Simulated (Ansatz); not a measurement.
**Li (Im-3m): the Drude term of Re ε in the infrared**

Re ε of Li (Im-3m) at low photon energies is read from one computed spectrum; the carriers' damping was typed as γ = 0.05 eV.

Symmetry: Im-3m, No. 229, cubic system. Conventional cell: a = 3.509 Å, b = 3.509 Å, c = 3.509 Å, α = 90.00°, β = 90.00°, γ = 90.00°. Li on site a has 8 Li at 3.04 Å as nearest neighbours.

Method: Ansatz 0.2.0, PBE, independent particles, k-mesh 14×14×14 with interpolation inside its cells, Gaussian parameter 0.15 eV.

Launch of the response step: `ansatz run input.yaml --threads 4 --pin off --max-ram 8192MiB --backend cpu --events-out ev --progress --plain --runs-dir out`. The run took 2 s, on 4 threads of Intel(R) Xeon(R) Platinum 8488C (Sapphire Rapids) (shared host).

```
photon energy E (eV)  wavelength (µm)    Re ε
                0.25             4.96  -663.1
                0.30             4.13  -465.6
                0.35             3.54       ?
                0.40             3.10  -264.4
                0.50             2.48  -169.6
                0.60             2.07  -117.7
                0.70             1.77   -86.3
```

A Drude term over a constant background gives Re ε = ε_b − ωp²/(E² + γ²), linear in 1/(E² + γ²).

Working, on the rows shown:

| x = 1/(E² + γ²) (eV⁻²) | y = Re ε |
| --- | --- |
| 15.3846 | -663.1 |
| 10.8108 | -465.6 |
| 6.15385 | -264.4 |
| 3.9604 | -169.6 |
| 2.75862 | -117.7 |
| 2.03046 | -86.3 |

Means: x̄ = 6.8498, ȳ = -294.45. Σ(x − x̄)(y − ȳ) = -5932, Σ(x − x̄)² = 137.3. Slope = -5932 / 137.3 = -43.2; intercept = ȳ − slope · x̄ = 1.4395. The line misses the rows shown by at most 0.046.

**Question.** Fill in the last column of the withheld row.

**Answer.** At x = 8 the line gives y = -344.14. The run gave -344.1, so the interpolation holds to the digits printed.

Refitted with all rows, the slope is -43.2 and the intercept 1.4428. These give ωp = √(−slope) = 6.57 eV, against 6.57 eV from the program's Fermi-surface sum, and a background ε_b = 1.4 from interband transitions. The values come from a sum over the points of one k-mesh and carry its error, which is largest for Fermi-surface quantities.

[Logs are printed without paths, hosts, clocks, repeated set-up lines and the standing remarks that a program may print on its own settings, such as how far it seeks lower states.]
